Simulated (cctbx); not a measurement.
# Lattice, Laue class and space group of a new crystal

Cell: a = 6.0220 Å, b = 6.0220 Å, c = 13.2210 Å, α = 90.00°, β = 90.00°, γ = 120.00°. Expected content of the cell: Ce3 Mg13 B2.

The data are simulated with cctbx, not measured: Cu Kα, λ = 1.54184 Å, to d = 0.83 Å, 80 % of the full sphere, strongest reflection 70000 counts, noise from counting, a 4 % proportional error and a noise floor of 15 counts (s.d.); no absorption.

A first pass over the reflections prints:

```text
2463 reflections to d = 0.832 A
centring   violations  <I/sigma> of those
    A        960 of  1183     14.1
    B        983 of  1216     14.0
    C        925 of  1215     12.7
    I        981 of  1204     14.2
    R       1308 of  1627     14.2
    F       1434 of  1807     13.6
Laue class    unique    Rint  (classes that these axes allow; Friedel mates merged)
P -1             1468   0.025
P 1 1 2/m         799   0.029
P -3              515   0.031
P -3 1 m          305   0.033
P -3 m 1          337   0.032
P 6/m             277   0.033
P 6/m m m         202   0.033
space group    extra absences  I>4sigma  <I/sigma>
P 6 2 2                 0          0         -  acentric
P 6 m m                 0          0         -  acentric
P -6 m 2                0          0         -  acentric
P -6 2 m                0          0         -  acentric
P 6/m m m               0          0         -  centric
Wilson B = 0.84 A^2   <|E^2-1|> = 0.887 (0.968 centric, 0.736 acentric)   E^2>4: 0.5 %
shell (A)         n   <I/sigma>
13.22 - 1.66     37     40.4
 1.66 - 1.32     26     44.8
 1.32 - 1.15     26     49.9
 1.15 - 1.05     21     47.6
 1.05 - 0.97     26     41.5
 0.97 - 0.92     23     45.6
 0.92 - 0.87     18     48.8
 0.87 - 0.83     25     45.1
```

Q: Read the symmetry from these tables.

Every centring test has many violations, so the lattice is primitive.

Rint stays low (0.025 to 0.033) up to P 6/m m m, the highest class in these axes.

5 settings pass the absence test. No glide or screw absences show, which leaves P 6 2 2, P 6 m m, P -6 m 2, P -6 2 m and P 6/m m m.

⟨|E²−1|⟩ = 0.887 leans to a centrosymmetric structure. The Wilson B of 0.84 Å² means U ≈ 0.0106 Å².

The true group is P6/mmm (no. 191), Laue class 6/mmm, centrosymmetric. The tables only narrow the choice to the tied entries; cell content, site symmetry and trial solutions must settle it.

This is a model crystal, built by substitution and not relaxed, with assumed displacement parameters.

[Logs are printed without paths, hosts, clocks, repeated set-up lines and the standing remarks that a program may print on its own settings, such as how far it seeks lower states.]
